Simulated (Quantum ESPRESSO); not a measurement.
**MgB2 (P6/mmm): zone-centre phonons**

Aim: the zone-centre modes of MgB2 (P6/mmm).

Calculated with Quantum ESPRESSO 7.5; DFT LDA, scalar-relativistic, plane waves, PseudoDojo norm-conserving pseudopotentials.

**Measured values to reproduce.**

“MgB2 under pressure: phonon calculations, Raman spectroscopy, and optical reflectance” (2001, arxiv:cond-mat/0105402) reports for MgB2, AlB2-type hexagonal, by x-ray powder diffraction (polycrystalline, reacted from the elements at 850 C in Ta capsules): lattice constant a 308.63 ± 0.03 pm; lattice constant c 352.34 ± 0.03 pm.

For MgB2, hexagonal AlB2-type (single crystals, earlier experiments, 300 K), “Multi-Gap Superconductivity in MgB2: Magneto-Raman Spectroscopy” (2007, arxiv:0710.2801) quotes earlier work: Raman mode (E2g boron stretching mode at Gamma) about 635 cm⁻¹ [Rounded summary of several literature measurements; very broad, strongly anharmonic line …].

### Step 1. The starting structure

It takes space group P6/mmm (No. 191, hexagonal). Conventional cell: a = 3.085 Å, b = 3.085 Å, c = 3.523 Å, α = 90.00°, β = 90.00°, γ = 120.00°. Nearest to Mg lie 12 B at 2.51 Å. B has 3 B at 1.78 Å and 6 Mg at 2.51 Å nearest. Farther neighbours are not listed.

As a file:

```cif
data_structure
_symmetry_space_group_name_H-M 'P6/mmm'
_symmetry_Int_Tables_number 191
_cell_length_a 3.0850
_cell_length_b 3.0850
_cell_length_c 3.5230
_cell_angle_alpha 90.000
_cell_angle_beta 90.000
_cell_angle_gamma 120.000
_cell_volume 29.04
loop_
_atom_site_label
_atom_site_type_symbol
_atom_site_symmetry_multiplicity
_atom_site_Wyckoff_symbol
_atom_site_fract_x
_atom_site_fract_y
_atom_site_fract_z
_atom_site_occupancy
Mg1 Mg 1 a 0.00000 0.00000 0.00000 1
B1 B 2 d 0.33333 0.66667 0.50000 1
```

### Step 2. A first look

Before anything dear is run, a loose run with smearing shows whether this is a metal and how far the cell is from rest.

Contents of probe.in:

```
 &control
    calculation='scf',
    prefix='x',
    outdir='./tmp',
    pseudo_dir='./pseudo',
    tprnfor=.true.,
    tstress=.true.,
    verbosity='high',
 /
 &system
    ibrav=4,
    celldm(1)=5.82980509,
    celldm(3)=1.14197731,
    nat=3,
    ntyp=2,
    ecutwfc=84.0,
    occupations='smearing',
    smearing='gaussian',
    degauss=0.01,
 /
 &electrons
    conv_thr=1.0d-07,
    mixing_beta=0.7,
    electron_maxstep=100,
 /
ATOMIC_SPECIES
 Mg     24.3050  Mg.upf
 B      10.8100  B.upf
ATOMIC_POSITIONS crystal
 Mg     0.000000000   0.000000000   0.000000000
 B      0.333333333   0.666666667   0.500000000
 B      0.666666667   0.333333333   0.500000000
K_POINTS automatic
 6 6 6 0 0 0
```

Run with:

```
$ OMP_NUM_THREADS=1 mpirun -n 4 pw.x -nk 4 -in probe.in > probe.out
```

The program printed:

```text
[banners, grids, parts of the stress and lines that vanish by symmetry left out]
Program PWSCF v.7.5
     bravais-lattice index     =            4
     lattice parameter (alat)  =       5.8298  a.u.
[...]
kinetic-energy cutoff     =      84.0000  Ry
     charge density cutoff     =     336.0000  Ry
     scf convergence threshold =      1.0E-07
[...]
Exchange-correlation= SLA  PW   NOGX NOGC
                           (   1   4   0   0   0   0   0)
[...]
24 Sym. Ops., with inversion, found
[...]
(     0          1          0      )
                  (     0          0          1      )
[...]
(  0.0000000  1.0000000  0.0000000 )
                  (  0.0000000  0.0000000  1.0000000 )
[...]
(     0         -1          0      )
                  (     0          0          1      )
[...]
(    -1          0          0      )
                  (     0          0          1      )
[...]
( -0.8660254 -0.5000000  0.0000000 )
                  (  0.0000000  0.0000000  1.0000000 )
[...]
number of k points=    28  Gaussian smearing, width (Ry)=  0.0100
[...]
End of self-consistent calculation
[...]
the Fermi energy is     9.0491 ev
!    total energy              =    -130.42150400 Ry
[...]
convergence has been achieved in   6 iterations
[...]
atom    1 type  1   force =     0.00000000    0.00000000   -0.00000000
     atom    2 type  2   force =     0.00000000    0.00000000    0.00000000
     atom    3 type  2   force =     0.00000000   -0.00000000    0.00000000
[...]
Total force =     0.000000     Total SCF correction =     0.000000
[...]
total   stress  (Ry/bohr**3)                   (kbar)     P=      -72.84
[...]
XML data file, charge density, pseudopotentials, collected wavefunctions

   JOB DONE.
```

Wall time 2.5 s (4 MPI ranks of AMD EPYC 9R45, shared host).

Read from the output:

| Item | Value |
| --- | --- |
| volume per atom | 9.679 Å³ |
| pressure | -7.284 GPa |
| gap on the k-mesh | 0 eV |

No gap opens on this mesh, so smearing is kept; the start stands at -7.3 GPa.

### Step 3. Relaxing the cell and atoms

The relaxation runs at a cutoff a fifth above that of the response, since stress converges more slowly with the basis than frequencies do. Forces and stress are brought to rest with tight thresholds.

Contents of relax.in:

```
 &control
    calculation='vc-relax',
    prefix='x',
    outdir='./tmp',
    pseudo_dir='./pseudo',
    tprnfor=.true.,
    tstress=.true.,
    forc_conv_thr=2.0d-05,
    etot_conv_thr=1.0d-07,
    nstep=40,
 /
 &system
    ibrav=4,
    celldm(1)=5.82980509,
    celldm(3)=1.14197731,
    nat=3,
    ntyp=2,
    ecutwfc=101,
    occupations='smearing',
    smearing='mv',
    degauss=0.02,
 /
 &electrons
    conv_thr=1.0d-11,
    mixing_beta=0.7,
    electron_maxstep=100,
 /
 &ions
 /
 &cell
    press_conv_thr=0.2,
 /
ATOMIC_SPECIES
 Mg     24.3050  Mg.upf
 B      10.8100  B.upf
ATOMIC_POSITIONS crystal
 Mg     0.000000000   0.000000000   0.000000000
 B      0.333333333   0.666666667   0.500000000
 B      0.666666667   0.333333333   0.500000000
K_POINTS automatic
 15 15 10 0 0 0
```

Run with:

```
$ OMP_NUM_THREADS=1 mpirun -n 4 pw.x -nk 4 -in relax.in > relax.out
```

The program printed:

```text
[banners, grids, parts of the stress and lines that vanish by symmetry left out]
[banner, memory and clock lines left out]
Program PWSCF v.7.5

[...]
kinetic-energy cutoff     =     101.0000  Ry
     charge density cutoff     =     404.0000  Ry
     scf convergence threshold =      1.0E-11
[...]
energy convergence thresh.=      1.0E-07
     force convergence thresh. =      2.0E-05
     press convergence thresh. =      2.0E-01
     Exchange-correlation= SLA  PW   NOGX NOGC
                           (   1   4   0   0   0   0   0)
[...]
24 Sym. Ops., with inversion, found
[...]
number of k points=   162  Marzari-Vanderbilt smearing, width (Ry)=  0.0200
[...]
End of self-consistent calculation
[...]
the Fermi energy is     8.9217 ev
!    total energy              =    -130.42070926 Ry
[...]
convergence has been achieved in   9 iterations
[...]
atom    1 type  1   force =     0.00000000   -0.00000000   -0.00000000
     atom    2 type  2   force =    -0.00000000   -0.00000000    0.00000000
     atom    3 type  2   force =    -0.00000000    0.00000000    0.00000000
     Total force =     0.000000     Total SCF correction =     0.000000
[...]
total   stress  (Ry/bohr**3)                   (kbar)     P=      -73.82
[...]
number of bfgs steps    =   0
[...]
CELL_PARAMETERS (alat=  5.82980509)
[...]
ATOMIC_POSITIONS (crystal)
Mg              -0.0000000000       -0.0000000000       -0.0000000000
B                0.3333333330        0.6666666670        0.5000000000
B                0.6666666670        0.3333333330        0.5000000000
[...]
New effective cutoffs (rho, wfc):  413.76  103.90
[...]
End of self-consistent calculation
[...]
the Fermi energy is     9.3417 ev
!    total energy              =    -130.42302208 Ry
[...]
convergence has been achieved in   6 iterations
[...]
atom    1 type  1   force =     0.00000000    0.00000000    0.00000000
     atom    2 type  2   force =    -0.00000000   -0.00000000    0.00000000
     atom    3 type  2   force =     0.00000000    0.00000000   -0.00000000
     Total force =     0.000000     Total SCF correction =     0.000000
[...]
total   stress  (Ry/bohr**3)                   (kbar)     P=      -16.39
[...]
number of bfgs steps    =   1
[...]
CELL_PARAMETERS (alat=  5.82980509)
[...]
ATOMIC_POSITIONS (crystal)
Mg              -0.0000000000       -0.0000000000       -0.0000000000
[...]
New effective cutoffs (rho, wfc):  416.90  104.52
[...]
End of self-consistent calculation
[...]
the Fermi energy is     9.4631 ev
!    total energy              =    -130.42315005 Ry
[...]
convergence has been achieved in   6 iterations
[...]
atom    1 type  1   force =     0.00000000    0.00000000   -0.00000000
     atom    2 type  2   force =    -0.00000000    0.00000000    0.00000000
     atom    3 type  2   force =     0.00000000   -0.00000000    0.00000000
     Total force =     0.000000     Total SCF correction =     0.000000
[...]
total   stress  (Ry/bohr**3)                   (kbar)     P=        0.19
[...]
number of bfgs steps    =   2
[...]
CELL_PARAMETERS (alat=  5.82980509)
[...]
ATOMIC_POSITIONS (crystal)
[...]
New effective cutoffs (rho, wfc):  417.28  104.44
[...]
End of self-consistent calculation
[...]
the Fermi energy is     9.4715 ev
!    total energy              =    -130.42316299 Ry
[...]
convergence has been achieved in   6 iterations
[...]
atom    1 type  1   force =    -0.00000000   -0.00000000    0.00000000
     atom    2 type  2   force =     0.00000000    0.00000000    0.00000000
     atom    3 type  2   force =    -0.00000000   -0.00000000   -0.00000000
     Total force =     0.000000     Total SCF correction =     0.000000
[...]
total   stress  (Ry/bohr**3)                   (kbar)     P=        0.63
[...]
number of bfgs steps    =   3
[...]
CELL_PARAMETERS (alat=  5.82980509)
[...]
ATOMIC_POSITIONS (crystal)
[...]
New effective cutoffs (rho, wfc):  417.77  104.53
[...]
End of self-consistent calculation
[...]
the Fermi energy is     9.4725 ev
!    total energy              =    -130.42316717 Ry
[...]
convergence has been achieved in   6 iterations
[...]
atom    1 type  1   force =     0.00000000   -0.00000000   -0.00000000
     atom    2 type  2   force =    -0.00000000   -0.00000000    0.00000000
     atom    3 type  2   force =     0.00000000    0.00000000    0.00000000
     Total force =     0.000000     Total SCF correction =     0.000000
[...]
total   stress  (Ry/bohr**3)                   (kbar)     P=        0.05
[...]
number of bfgs steps    =   4
[...]
small trust_radius: resetting bfgs history
[...]
CELL_PARAMETERS (alat=  5.82980509)
[...]
ATOMIC_POSITIONS (crystal)
[...]
New effective cutoffs (rho, wfc):  417.77  104.53
[...]
End of self-consistent calculation
[...]
the Fermi energy is     9.4722 ev
!    total energy              =    -130.42316718 Ry
[...]
convergence has been achieved in   4 iterations
[...]
atom    1 type  1   force =     0.00000000    0.00000000   -0.00000000
     atom    2 type  2   force =    -0.00000000   -0.00000000   -0.00000000
     atom    3 type  2   force =    -0.00000000   -0.00000000    0.00000000
     Total force =     0.000000     Total SCF correction =     0.000000
[...]
total   stress  (Ry/bohr**3)                   (kbar)     P=        0.00
[...]
bfgs converged in   6 scf cycles and   5 bfgs steps
[...]
End of BFGS Geometry Optimization
     Final enthalpy           =    -130.4231671754 Ry
     File ./tmp/x.bfgs deleted, as requested
[...]
CELL_PARAMETERS (alat=  5.82980509)
[...]
ATOMIC_POSITIONS (crystal)
[...]
B                0.3333333330        0.6666666670        0.5000000000
B                0.6666666670        0.3333333330        0.5000000000
[...]
Final scf calculation at the relaxed structure.
[...]
kinetic-energy cutoff     =     101.0000  Ry
     charge density cutoff     =     404.0000  Ry
     scf convergence threshold =      1.0E-13
[...]
press convergence thresh. =      2.0E-01
     Exchange-correlation= SLA  PW   NOGX NOGC
                           (   1   4   0   0   0   0   0)
[...]
24 Sym. Ops., with inversion, found
[...]
number of k points=   162  Marzari-Vanderbilt smearing, width (Ry)=  0.0200
[...]
c_bands:  1 eigenvalues not converged
     c_bands:  1 eigenvalues not converged
     c_bands:  1 eigenvalues not converged
     c_bands:  1 eigenvalues not converged
     c_bands:  1 eigenvalues not converged
[...]
End of self-consistent calculation
[...]
the Fermi energy is     9.4722 ev
!    total energy              =    -130.42316365 Ry
[...]
convergence has been achieved in  10 iterations
[...]
atom    1 type  1   force =    -0.00000000   -0.00000000    0.00000000
     atom    2 type  2   force =     0.00000000   -0.00000000   -0.00000000
     atom    3 type  2   force =    -0.00000000    0.00000000    0.00000000
     Total force =     0.000000     Total SCF correction =     0.000000
[...]
total   stress  (Ry/bohr**3)                   (kbar)     P=       -0.02
[...]
XML data file, charge density, pseudopotentials, collected wavefunctions
```

Run time: 50 s. Hardware: 4 MPI ranks; 3.3 min of CPU time.

The steps of the relaxation:

| step | energy less that of the first step (eV) | largest force (eV/Å) | pressure (GPa) | volume (Å³) |
| --- | --- | --- | --- | --- |
| 1 | 0.0000 | 0.0000 | -7.38 | 29.04 |
| 2 | -0.0315 | 0.0000 | -1.64 | 27.96 |
| 3 | -0.0332 | 0.0000 | 0.02 | 27.66 |
| 4 | -0.0334 | 0.0000 | 0.06 | 27.64 |
| 5 | -0.0334 | 0.0000 | 0.01 | 27.63 |
| 6 | -0.0334 | 0.0000 | 0.00 | 27.63 |
| 7 | -0.0334 | 0.0000 | 0.00 | 27.63 |

| conventional cell, symmetrised | before | after | change |
| --- | --- | --- | --- |
| a (Å) | 3.085 | 3.035 | -1.6 % |
| b (Å) | 3.085 | 3.035 | -1.6 % |
| c (Å) | 3.523 | 3.463 | -1.7 % |
| volume (Å³/atom) | 9.68 | 9.21 | -4.8 % |

The relaxed structure:

```
Mg B
1.0
     3.03550    0.00000    0.00000
    -1.51775    2.62882    0.00000
     0.00000    0.00000    3.46282
Mg B
1 2
Direct
  0.00000 0.00000 0.00000
  0.33333 0.66667 0.50000
  0.66667 0.33333 0.50000
```

The last row of the table of steps is pw.x's closing run on a basis chosen anew for the final cell, so its energy can jump.

Numbers from this step:

```
volume per atom : 9.211 Å³
pressure        : -0.002 GPa
```

The volume changes by -4.8 % from the cell with which this run began.

### Step 4. Self-consistent run for the response

Perturbation theory inherits every error of the wavefunctions, so the threshold is set near the limit of the arithmetic. Smearing stays on, as the first look found no gap above 0.3 eV.

Contents of scf.in:

```
 &control
    calculation='scf',
    prefix='x',
    outdir='./tmp',
    pseudo_dir='./pseudo',
    tprnfor=.true.,
    tstress=.true.,
 /
 &system
    ibrav=4,
    celldm(1)=5.7362607,
    celldm(3)=1.14077609,
    nat=3,
    ntyp=2,
    ecutwfc=84.0,
    occupations='smearing',
    smearing='mv',
    degauss=0.02,
 /
 &electrons
    conv_thr=1.0d-12,
    mixing_beta=0.7,
    electron_maxstep=100,
 /
ATOMIC_SPECIES
 Mg     24.3050  Mg.upf
 B      10.8100  B.upf
ATOMIC_POSITIONS crystal
 Mg     0.000000000   0.000000000   0.000000000
 B      0.333333333   0.666666667   0.500000000
 B      0.666666667   0.333333333   0.500000000
K_POINTS automatic
 15 15 10 0 0 0
```

Run with:

```
$ OMP_NUM_THREADS=1 mpirun -n 4 pw.x -nk 4 -in scf.in > scf.out
```

The program printed:

```text
[banners, grids, parts of the stress and lines that vanish by symmetry left out]
[banner, memory and clock lines left out]
Program PWSCF v.7.5

[...]
kinetic-energy cutoff     =      84.0000  Ry
     charge density cutoff     =     336.0000  Ry
     scf convergence threshold =      1.0E-12
[...]
Exchange-correlation= SLA  PW   NOGX NOGC
                           (   1   4   0   0   0   0   0)
[...]
24 Sym. Ops., with inversion, found
[...]
number of k points=   162  Marzari-Vanderbilt smearing, width (Ry)=  0.0200
[...]
End of self-consistent calculation
[...]
the Fermi energy is     9.4723 ev
!    total energy              =    -130.42311945 Ry
[...]
convergence has been achieved in   9 iterations
[...]
atom    1 type  1   force =     0.00000000    0.00000000   -0.00000000
     atom    2 type  2   force =    -0.00000000    0.00000000   -0.00000000
     atom    3 type  2   force =     0.00000000    0.00000000    0.00000000
     Total force =     0.000000     Total SCF correction =     0.000000
[...]
total   stress  (Ry/bohr**3)                   (kbar)     P=       -0.33
[...]
XML data file, charge density, pseudopotentials, collected wavefunctions
```

Wall time 8.4 s (4 MPI ranks); 33 s of CPU time.

Numbers from this step:

```yaml
pressure: -0.03233 GPa
```

The cell stands at -0.032 GPa, close enough for phonons.

[end of part 1 of 2]

[Host names and launcher messages were left out of these logs when they were recorded.]

[Logs are printed without paths, hosts, clocks, repeated set-up lines and the standing remarks that a program may print on its own settings, such as how far it seeks lower states.]

[Hosts, paths, dates, database ids (printed as entryN), source tags and the programs' standing remarks are cut or masked in the printed files.]
